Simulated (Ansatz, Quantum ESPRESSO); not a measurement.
# NaF (Villiaumite): Raman and infrared activity, part 2 of 3

Wanted: vibrational spectra of NaF (Villiaumite) from linear and non-linear response.

Quantum ESPRESSO 8.0 development, patched; DFT LDA, scalar-relativistic, plane waves, PseudoDojo norm-conserving pseudopotentials.

So far. Step 2 (A first look): A gap of 6.0 eV opens on this mesh, so the crystal is taken as an insulator; the start stands at -4.5 GPa. Step 4 (Self-consistent run for the response): The cell stands at -0.002 GPa, close enough for phonons. The relaxed cell has a = 4.502 Å (conventional setting).

### Step 5. Zone-centre response

At q = 0 one unit cell holds all displacements; symmetry groups them into irreducible representations that are solved one by one. The response to a field gives ε∞ and the Born charges, which polar modes need. Third-order response adds the Raman tensors.

Contents of ph.in:

```
phonons
 &inputph
    prefix='x',
    outdir='./tmp',
    fildyn='g.dyn',
    tr2_ph=1.0d-18,
    epsil=.true.,
    lraman=.true.,
    elop=.true.,
 /
0.000000000000 0.000000000000 0.000000000000
```

Launch:

```bash
> OMP_NUM_THREADS=1 mpirun -n 2 ph.x -nk 2 -in ph.in > ph.out
```

What it wrote:

```text
[banners, grids, parts of the stress and lines that vanish by symmetry left out]
[banner, memory and clock lines left out]
Program PHONON v.8.0dev

     Dynamical matrices for q-points given in input
     (   1q-points):
       N         xq(1)         xq(2)         xq(3)
       1   0.000000000   0.000000000   0.000000000

     ./tmp/x.save/

     IMPORTANT: XC functional enforced from input :
     Exchange-correlation= PW
                           (   1   4   0   0   0   0   0)
     Any further DFT definition will be discarded
     Please, verify this is what you really want

     G-vector sticks info

     Reading collected, re-writing distributed wavefunctions in ./tmp/

     Number and degeneracy of irreps per q-point
       N         xq(1)         xq(2)         xq(3)   N irreps
       1   0.000000000   0.000000000   0.000000000       2
        3   3

     Calculation of q =    0.0000000   0.0000000   0.0000000

     phonons

     bravais-lattice index     =            2
     lattice parameter (alat)  =       8.5084  a.u.
     unit-cell volume          =     153.9847 (a.u.)^3
     number of atoms/cell      =            2
     number of atomic types    =            2
     kinetic-energy cut-off    =      88.0000  Ry
     charge density cut-off    =     352.0000  Ry
     convergence threshold     =      1.0E-18
     beta                      =       0.7000
     number of iterations used =            4
     Exchange-correlation= PW
                           (   1   4   0   0   0   0   0)

     celldm(1)=    8.50836  celldm(2)=    0.00000  celldm(3)=    0.00000
     celldm(4)=    0.00000  celldm(5)=    0.00000  celldm(6)=    0.00000

     crystal axes: (cart. coord. in units of alat)
               a(1) = ( -0.5000  0.0000  0.5000 )
               a(2) = (  0.0000  0.5000  0.5000 )
               a(3) = ( -0.5000  0.5000  0.0000 )

     reciprocal axes: (cart. coord. in units 2 pi/alat)
               b(1) = ( -1.0000 -1.0000  1.0000 )
               b(2) = (  1.0000  1.0000  1.0000 )
               b(3) = ( -1.0000  1.0000 -1.0000 )

     Atoms inside the unit cell:

     Cartesian axes

     site n.  atom      mass           positions (alat units)
        1  Na     22.9898   tau(    1) = (    0.00000    0.00000    0.00000  )
        2  F      18.9984   tau(    2) = (   -0.50000    0.50000    0.50000  )

     Computing dynamical matrix for
                    q = (   0.0000000   0.0000000   0.0000000 )

     49 Sym.Ops. (with q -> -q+G )

     G cutoff =  645.4679  (  17153 G-vectors)     FFT grid: ( 36, 36, 36)
     number of k points=    29
                       cart. coord. in units 2pi/alat
        k(    1) = (   0.0000000   0.0000000   0.0000000), wk =   0.0039062
        k(    2) = (  -0.1250000   0.1250000  -0.1250000), wk =   0.0312500
        k(    3) = (  -0.2500000   0.2500000  -0.2500000), wk =   0.0312500
        [... further k-points left out ...]

     PseudoPot. # 1 for Na read from file:
     ./pseudo/Na.upf
     Pseudo is Norm-conserving, Zval =  9.0

     PseudoPot. # 2 for F  read from file:
     ./pseudo/F.upf
     Pseudo is Norm-conserving + core correction, Zval =  7.0

     Mode symmetry, O_h (m-3m)  point group:

     Electric field:
     Dielectric constant
     Born effective charges as d Force / d E
     Raman tensor
     Electro-optic tensor

     Atomic displacements:
     There are    2 irreducible representations

     Representation     1      3 modes -  To be done

     Representation     2      3 modes -  To be done

     Alpha used in Ewald sum =   2.8000

     Electric Fields Calculation

     The passes end when |ddv_scf|^2 is under  1.2E-19 (on this mesh; tr2_ph alone asks  1.0E-18)

      iter #   1   av.it.:   5.4
      thresh= 1.000E-02 alpha_mix =  0.700 |ddv_scf|^2 =  4.773E-09

      [... iterations left out ...]
      iter #   7   av.it.:  11.0
      thresh= 1.511E-10 alpha_mix =  0.700 |ddv_scf|^2 =  1.581E-20

     End of electric fields calculation

          Dielectric constant in cartesian axis

          (       1.931519775      -0.000000000       0.000000000 )
          (      -0.000000000       1.931519775       0.000000000 )
          (       0.000000000       0.000000000       1.931519775 )

          Effective charges (d Force / dE) in cartesian axis without acoustic sum rule applied (asr)

           atom    1  Na    Mean Z*:        0.99883
      Ex  (        0.99883       -0.00000        0.00000 )
      Ey  (       -0.00000        0.99883       -0.00000 )
      Ez  (        0.00000       -0.00000        0.99883 )
           atom    2  F     Mean Z*:       -0.99883
      Ex  (       -0.99883        0.00000        0.00000 )
      Ey  (        0.00000       -0.99883       -0.00000 )
      Ez  (        0.00000       -0.00000       -0.99883 )

          Effective charges Sum: Mean:       -0.00001
             -0.00001        0.00000        0.00000
             -0.00000       -0.00001       -0.00000
              0.00000       -0.00000       -0.00001

          Effective charges (d Force / dE) in cartesian axis with asr applied:
           atom    1  Na    Mean Z*:        0.99883
      E*x (        0.99883       -0.00000       -0.00000 )
      E*y (       -0.00000        0.99883        0.00000 )
      E*z (       -0.00000        0.00000        0.99883 )
           atom    2  F     Mean Z*:       -0.99883
      E*x (       -0.99883        0.00000        0.00000 )
      E*y (        0.00000       -0.99883       -0.00000 )
      E*z (        0.00000       -0.00000       -0.99883 )

     Calling punch_plot_e
     Writing on file  drho

     Computing Pc [DH,Drho] |psi>

     Derivative coefficient:  0.001000    Threshold: 1.00E-12
     Non-scf  u_k: avg # of iterations = 14.6
     Non-scf Du_k: avg # of iterations = 25.5

          Dielectric constant from finite-differences

          (       1.931477866       0.000000000       0.000000000 )
          (       0.000000000       1.931477866      -0.000000000 )
          (      -0.000000000      -0.000000000       1.931477866 )

              Electro-optic tensor is defined as
            the derivative of the dielectric tensor
              with respect to one electric field
                 units are Rydberg a.u.

            to obtain the static chi^2 multiply by 1/2

            to convert to pm/Volt multiply per 2.7502

          Electro-optic tensor in cartesian axis:

          (       0.000000000       0.000000000      -0.000000000 )
          (       0.000000000       0.000000000       0.000000000 )
          (      -0.000000000      -0.000000000      -0.000000000 )

          (       0.000000000       0.000000000       0.000000000 )
          (       0.000000000       0.000000000       0.000000000 )
          (      -0.000000000       0.000000000      -0.000000000 )

          (      -0.000000000      -0.000000000      -0.000000000 )
          (      -0.000000000       0.000000000      -0.000000000 )
          (      -0.000000000      -0.000000000       0.000000000 )

          Electro-optic tensor: contribution #   1

          (      -0.000000000      -0.000000000      -0.000000000 )
          (      -0.000000000      -0.000000000      -0.000000000 )
          (       0.000000000      -0.000000000       0.000000000 )

          (      -0.000000000      -0.000000000      -0.000000000 )
          (       0.000000000       0.000000000      -0.000000000 )
          (      -0.000000000      -0.000000000       0.000000000 )

          (       0.000000000       0.000000000      -0.000000000 )
          (      -0.000000000      -0.000000000      -0.000000000 )
          (       0.000000000       0.000000000      -0.000000000 )

          Electro-optic tensor: contribution #   2

          (       0.000000000      -0.000000000      -0.000000000 )
          (       0.000000000       0.000000000      -0.000000000 )
          (      -0.000000000      -0.000000000       0.000000000 )

          (       0.000000000       0.000000000      -0.000000000 )
          (       0.000000000       0.000000000       0.000000000 )
          (      -0.000000000      -0.000000000      -0.000000000 )

          (       0.000000000      -0.000000000       0.000000000 )
          (       0.000000000       0.000000000      -0.000000000 )
          (       0.000000000      -0.000000000       0.000000000 )

     Computing Second order response

      iter #   1   av.it.:   5.7
      thresh= 1.000E-02 alpha_mix =  0.700 |ddv_scf|^2 =  8.415E-09

      [... iterations left out ...]
      iter #   8   av.it.:  11.6
      thresh= 2.532E-10 alpha_mix =  0.700 |ddv_scf|^2 =  1.232E-20

          Raman tensor (au^-1) in cartesian axis

           atom      1
          (       0.000000000       0.000000000       0.000000000 )
          (      -0.000000000       0.000000000       0.000000000 )
          (      -0.000000000      -0.000000000       0.000000000 )

          (       0.000000000       0.000000000      -0.000000000 )
          (       0.000000000       0.000000000      -0.000000000 )
          (       0.000000000      -0.000000000       0.000000000 )

          (       0.000000000       0.000000000       0.000000000 )
          (       0.000000000      -0.000000000       0.000000000 )
          (      -0.000000000      -0.000000000      -0.000000000 )

           atom      2
          (      -0.000000000      -0.000000000      -0.000000000 )
          (       0.000000000      -0.000000000       0.000000000 )
          (      -0.000000000      -0.000000000       0.000000000 )

          (       0.000000000      -0.000000000       0.000000000 )
          (       0.000000000      -0.000000000       0.000000000 )
          (       0.000000000       0.000000000      -0.000000000 )

          (      -0.000000000      -0.000000000      -0.000000000 )
          (       0.000000000      -0.000000000       0.000000000 )
          (      -0.000000000      -0.000000000       0.000000000 )

     Raman tensor (A^2)

     atom #    1    pol.  1
      0.812707701164E-23      0.119115821776E-22      0.119115821776E-22
     -0.322643848620E-23      0.535411390030E-22      0.156960873435E-22
     -0.183644591500E-22     -0.599940159754E-22      0.535411390030E-22
     atom #    1    pol.  2
      0.119115821776E-22      0.308341080073E-22     -0.372869849797E-22
      0.156960873435E-22      0.876016854966E-22     -0.486405004776E-22
[...]
atom #    1    pol.  3
[...]
atom #    2    pol.  1
[...]
atom #    2    pol.  2
[...]
atom #    2    pol.  3
[...]
-0.515934493327E-23     -0.959874689160E-22      0.629617480538E-22

     Representation #   1 modes #   1   2   3

     Self-consistent Calculation

     The passes end when |ddv_scf|^2 is under  1.2E-19 (on this mesh; tr2_ph alone asks  1.0E-18)

      iter #   1   av.it.:   6.7
      thresh= 1.000E-02 alpha_mix =  0.700 |ddv_scf|^2 =  1.623E-06

      [... iterations left out ...]
      iter #   8   av.it.:  11.3
      thresh= 4.583E-11 alpha_mix =  0.700 |ddv_scf|^2 =  1.194E-20

     End of self-consistent calculation

     Convergence has been achieved

     Representation #   2 modes #   4   5   6

     Self-consistent Calculation

     The passes end when |ddv_scf|^2 is under  1.2E-19 (on this mesh; tr2_ph alone asks  1.0E-18)

      iter #   1   av.it.:   7.0
      thresh= 1.000E-02 alpha_mix =  0.700 |ddv_scf|^2 =  2.914E-06

      [... iterations left out ...]
      iter #   8   av.it.:  11.6
      thresh= 8.176E-11 alpha_mix =  0.700 |ddv_scf|^2 =  4.063E-21

     End of self-consistent calculation

     Convergence has been achieved

     Number of q in the star =    1
     List of q in the star:
          1   0.000000000   0.000000000   0.000000000

          Dielectric constant in cartesian axis

          (       1.931519775      -0.000000000       0.000000000 )
          (      -0.000000000       1.931519775       0.000000000 )
          (       0.000000000       0.000000000       1.931519775 )

          Effective charges (d Force / dE) in cartesian axis without acoustic sum rule applied (asr)

           atom    1  Na    Mean Z*:        0.99883
      Ex  (        0.99883       -0.00000        0.00000 )
      Ey  (       -0.00000        0.99883       -0.00000 )
      Ez  (        0.00000       -0.00000        0.99883 )
           atom    2  F     Mean Z*:       -0.99883
      Ex  (       -0.99883        0.00000        0.00000 )
      Ey  (        0.00000       -0.99883       -0.00000 )
      Ez  (        0.00000       -0.00000       -0.99883 )

          Effective charges Sum: Mean:       -0.00001
             -0.00001        0.00000        0.00000
             -0.00000       -0.00001       -0.00000
              0.00000       -0.00000       -0.00001

          Effective charges (d Force / dE) in cartesian axis with asr applied:
           atom    1  Na    Mean Z*:        0.99883
      E*x (        0.99883       -0.00000       -0.00000 )
      E*y (       -0.00000        0.99883        0.00000 )
      E*z (       -0.00000        0.00000        0.99883 )
           atom    2  F     Mean Z*:       -0.99883
      E*x (       -0.99883        0.00000        0.00000 )
      E*y (        0.00000       -0.99883       -0.00000 )
      E*z (        0.00000       -0.00000       -0.99883 )

     Diagonalizing the dynamical matrix

     q = (    0.000000000   0.000000000   0.000000000 )

 **************************************************************************
     freq (    1) =       0.206869 [THz] =       6.900412 [cm-1]
     freq (    2) =       0.206869 [THz] =       6.900412 [cm-1]
     freq (    3) =       0.206869 [THz] =       6.900412 [cm-1]
     freq (    4) =       8.274261 [THz] =     275.999629 [cm-1]
     freq (    5) =       8.274261 [THz] =     275.999629 [cm-1]
     freq (    6) =       8.274261 [THz] =     275.999629 [cm-1]
 **************************************************************************

     Mode symmetry, O_h (m-3m)  point group:

     freq (   1-   3) =          6.9  [cm-1]   --> T_1u G_15  G_4- I
     freq (   4-   6) =        276.0  [cm-1]   --> T_1u G_15  G_4- I
```

It took 2.4 min on 2 MPI ranks of AMD EPYC 9R14 (Zen 4), shared host; 4.7 min of CPU time.

Numbers from this step:

* miss of the charge sum rule: 0 e
* largest acoustic frequency at the zone centre before the sum rule: 6.9 cm⁻¹
* highest optical zone-centre mode (no LO-TO term): 276 cm⁻¹
* lowest optical zone-centre mode: 276 cm⁻¹
* mean high-frequency dielectric constant: 1.931
* largest Born charge in size (third of the trace): 0.9988 e

Born charge (rows field, columns displacement), before the sum rule (e), principal values of the symmetric part by kind of site:

```csv
atom,atoms with these values,low,middle,high,mean
Na1,1,0.9988,0.9988,0.9988,0.9988
F2,1,-0.9988,-0.9988,-0.9988,-0.9988
```

In full for Na1:

```
0.9988 0.0000 0.0000
0.0000 0.9988 0.0000
0.0000 0.0000 0.9988
```

High-frequency dielectric tensor:

```
1.93 0.00 0.00
0.00 1.93 0.00
0.00 0.00 1.93
```

The acoustic modes at Γ come out as far as 6.9 cm⁻¹ from zero, where they should vanish, a small numerical error; the Born charges miss their sum rule by 0 e, which is good.

### Step 6. Zone-centre analysis

A rigid shift of the crystal must cost nothing, but grids and finite bases break this; the acoustic sum rule is imposed before the matrix is diagonalised again. With Born charges the intensities follow, and the static dielectric tensor.

Contents of dynmat.in:

```
 &input
    fildyn='g.dyn',
    asr='simple',
    fileig='dynmat.eig',
    lperm=.true.,
 /
```

Launch:

```bash
> dynmat.x -in dynmat.in > dynmat.out
```

What it wrote:

```text
[banner, memory and clock lines left out]
Program DYNMAT v.8.0dev

     Reading Dynamical Matrix from file g.dyn
     ...Force constants read
     ...epsilon and Z* read
     ...Raman cross sections read
     A direction for q was not specified:TO-LO splitting will be absent

     Polarizability (A^3 units)
     multiply by 0.763064 for Clausius-Mossotti correction (not under assume_isolated = 'mt')
         1.691466   -0.000000    0.000000
        -0.000000    1.691466    0.000000
         0.000000    0.000000    1.691466

     IR activities are in (D/A)^2/amu units

# mode   [cm-1]    [THz]      IR
    1     -0.00   -0.0000    0.0000
    2      0.00    0.0000    0.0000
    3      0.00    0.0000    0.0000
    4    275.93    8.2721    2.2127
    5    275.93    8.2721    2.2127
    6    275.93    8.2721    2.2127

Electronic dielectric permittivity tensor (relative, adimensional)
         1.931520   -0.000000    0.000000
        -0.000000    1.931520    0.000000
         0.000000    0.000000    1.931520

 ... with zone-center polar mode contributions
         4.647990    0.000000    0.000000
         0.000000    4.647990    0.000000
         0.000000    0.000000    4.647990
```

Elapsed: 0.66 s, on 1 thread.

Numbers from this step:

```yaml
highest_optical_zone_centre_mode_no_lo_to_term: 275.9 cm⁻¹
lowest_optical_zone_centre_mode: 275.9 cm⁻¹
mean_static_dielectric_constant: 4.648
```

Unit eigenvectors of the mass-weighted matrix after the sum rule; no LO-TO term. The modes at Γ (shares of kinetic energy by element, %):

```csv
mode,frequency (cm⁻¹),symmetry,Na %,F %
1,0.0,acoustic,55,45
2,0.0,acoustic,55,45
3,0.0,acoustic,55,45
4,275.9,T1u,45,55
5,275.9,T1u,45,55
6,275.9,T1u,45,55
```

Displacements in mode 6 (275.9 cm⁻¹), the largest set to 1:
```
Na1  0.00  0.00 -0.83
F2   0.00  0.00  1.00
```

Degenerate modes summed, no LO-TO term. Infrared lines, with heights relative to the strongest:

```csv
position (cm⁻¹),lines merged,label,"IR intensity, relative"
276,3,T1u,100
```

Static dielectric tensor (ions relaxed, fixed cell):

```
4.65 0.00 0.00
0.00 4.65 0.00
0.00 0.00 4.65
```

The rule moves no optical mode by more than 0.1 cm⁻¹.

### Step 7. Sum rules set otherwise: a sum rule for molecules or wires on a crystal

This rule also removes rotations, which suits molecules and not a crystal; it is tried to see the harm.

Contents of dynmat.in:

```
 &input
    fildyn='g.dyn',
    asr='zero-dim',
    fileig='dynmat.eig',
    lperm=.true.,
 /
```

Launch:

```bash
> dynmat.x -in dynmat.in > dynmat.out
```

What it wrote:

```text
[banner, memory and clock lines left out]
Program DYNMAT v.8.0dev

     Reading Dynamical Matrix from file g.dyn
     ...Force constants read
     ...epsilon and Z* read
     ...Raman cross sections read
     Warning: this looks like a crystal, not a molecule in a box: use asr = 'crystal'
     Acoustic Sum Rule: || Z*(ASR) - Z*(orig)|| =    1.180000E-05
     Acoustic Sum Rule: ||dyn(ASR) - dyn(orig)||=    1.696524E-01
     Message from routine dynmat:
     WARNING: the charges keep any dipole. Ignore the strengths of the modes set to zero; with q typed a rigid rotation may get a frequency
     A direction for q was not specified:TO-LO splitting will be absent

     Polarizability (A^3 units)
     multiply by 0.763064 for Clausius-Mossotti correction (not under assume_isolated = 'mt')
         1.691466   -0.000000    0.000000
        -0.000000    1.691466    0.000000
         0.000000    0.000000    1.691466

     IR activities are in (D/A)^2/amu units

# mode   [cm-1]    [THz]      IR
    1     -0.00   -0.0000    0.4676
    2     -0.00   -0.0000    0.6648
    3     -0.00   -0.0000    0.1171
    4      0.00    0.0000    1.5715
    5      0.00    0.0000    1.6044
    6    276.02    8.2747    2.2127

Electronic dielectric permittivity tensor (relative, adimensional)
         1.931520   -0.000000    0.000000
        -0.000000    1.931520    0.000000
         0.000000    0.000000    1.931520

 ... with zone-center polar mode contributions
         2.836438   -0.904919   -0.904919
        -0.904919    2.836438    0.904919
        -0.904919    0.904919    2.836438
```

Run time: 0.65 s. Hardware: 1 thread.

The program raised no error, yet the settings are not those of a careful run.

The fault: a sum rule for molecules or wires on a crystal; 2 optical modes are projected out to zero frequency, as if they were rotations, and the static dielectric tensor is spoilt.

For a crystal the rule has to be 'simple' or 'crystal'.

Zone-centre frequencies as printed; negative means imaginary. Modes:

```csv
mode,frequency (cm⁻¹)
1,0
2,0
3,0
4,0
5,0
6,276
```

(Part 2 of 3 ends here.)

[Host names and launcher messages were left out of these logs when they were recorded.]

[Logs are printed without paths, hosts, clocks, repeated set-up lines and the standing remarks that a program may print on its own settings, such as how far it seeks lower states.]

[Hosts, paths, dates, database ids (printed as entryN), source tags and the programs' standing remarks are cut or masked in the printed files.]
